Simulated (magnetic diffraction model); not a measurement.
**Tm₂AlSn₆: what an assumed order does to the neutron pattern**

Space group C2/m (no. 12), a = 9.0250 Å, b = 9.3890 Å, c = 11.3180 Å, β = 101.79°.

```
site  atom       x       y       z
  8j    Tm  0.5919  0.2595  0.3397
  4i    Sn  0.4952       0  0.1148
  4i    Sn  0.0662       0  0.1190
  8j    Sn  0.2815  0.7870  0.1174
  4i    Sn  0.3703       0  0.4138
  4i    Sn  0.1465       0  0.5623
  4i    Al  0.7969       0  0.1977
```

This is a made-up structure (elements placed in a structure type, unrelaxed), so the numbers test the method and describe no known phase.

Only Tm is taken to order (form factors of Tm3+); orders and moment sizes are assumed, and not adapted to the symmetry. Radiation: neutrons of λ = 2.0775 Å, 3° to 35°; isotropic B of 0.41 Å² (Tm), 0.65 Å² (Sn) and 0.68 Å² (Al). The intensities are simulated: I ∝ L Σ (|F_N|² + |F_M⊥|²) for unpolarised neutrons, with F_M = 2.695 fm/μB × Σ f(s) S exp(2πi Q·r) exp(−B s²) at Q = H ± k (one set where k and −k are equivalent), only the part normal to Q counting and L = 1/(sin²θ cos θ). For a modulated order the moment at position r is S exp(−2πi k·r) + c.c., with S = m/2 for a sine wave of amplitude m and S = m(u + iv)/2 for moments turning in a plane, u and v being orthogonal unit vectors in it; the phase factor of the sum at Q = H + k is then exp(2πi H·r). Form factors are spin-only for 3d ions and dipole or tabulated for f ions, scattering lengths are Sears's of 1992, and absorption is left out. A label names one of the reflections at its angle. The strongest nuclear line in the range is 100, and lines under 0.2 are left out.

Assume the order k = (0 0 1/3), moments turning in the plane of [100] and [010], 4.5 μB on Tm; signs + at (0.5919, 0.2595, 0.3397), + at (0.5919, 0.7405, 0.3397), − at (0.4081, 0.7405, 0.6603), − at (0.4081, 0.2595, 0.6603).

Predict the pattern, nuclear and magnetic parts apart.

```
2θ (°)       index  nuclear  magnetic
  7.17   (0 0 2/3)      0.0    1873.9
 10.76     (0 0 1)      3.4       0.0
 14.36   (0 0 4/3)      0.0     461.3
 17.98   (0 0 5/3)      0.0     333.2
 18.39  (1 1 -1/3)      0.0       0.4
 18.90  (1 1 -2/3)      0.0       1.4
 19.45   (1 1 1/3)      0.0       0.4
 20.07    (1 1 -1)      1.0       0.0
 20.93   (1 1 2/3)      0.0       0.2
 21.61     (0 0 2)      0.9       0.0
 21.78  (1 1 -4/3)      0.0       1.3
 22.89     (1 1 1)      8.9       0.0
 23.93  (1 1 -5/3)      0.0       0.3
 25.27   (0 0 7/3)      0.0     165.0
 25.57     (0 2 0)      7.1       0.0
 26.42    (1 1 -2)      4.0       0.0
 26.59   (0 2 2/3)      0.0     137.6
 26.67  (2 0 -2/3)      0.0      62.5
 26.69  (2 0 -1/3)      0.0      75.9
 27.81     (0 2 1)      2.6       0.0
 27.87   (1 1 5/3)      0.0       0.9
 28.09  (2 0 -4/3)      0.0      61.5
 28.18   (2 0 1/3)      0.0      74.5
 28.96   (0 0 8/3)      0.0       2.2
 29.17  (1 1 -7/3)      0.0       0.2
 29.45   (0 2 4/3)      0.0     128.4
 29.59   (2 0 2/3)      0.0       1.9
 30.74     (1 1 2)     11.7       0.0
 31.23    (2 0 -2)     13.6       0.0
 31.37     (2 0 1)     18.9       0.0
 31.43   (0 2 5/3)      0.0     137.0
 32.67     (0 0 3)     14.4       0.0
 33.48   (2 0 4/3)      0.0       1.6
 33.72     (0 2 2)    100.0       0.0
 33.78   (1 1 7/3)      0.0       0.7
```

The strongest magnetic line in the range is (0 0 2/3) at 7.17° (1873.9). On top of the Lorentz factor, which all lines share, magnetic lines fade with angle because f falls: for Tm3+ it is 0.97, 0.87, 0.75 and 0.49 at sin θ/λ = 0.1, 0.2, 0.3 and 0.5 Å⁻¹, while nuclear lengths stay constant. The order has no net moment.

[Logs are printed without paths, hosts, clocks, repeated set-up lines and the standing remarks that a program may print on its own settings, such as how far it seeks lower states.]
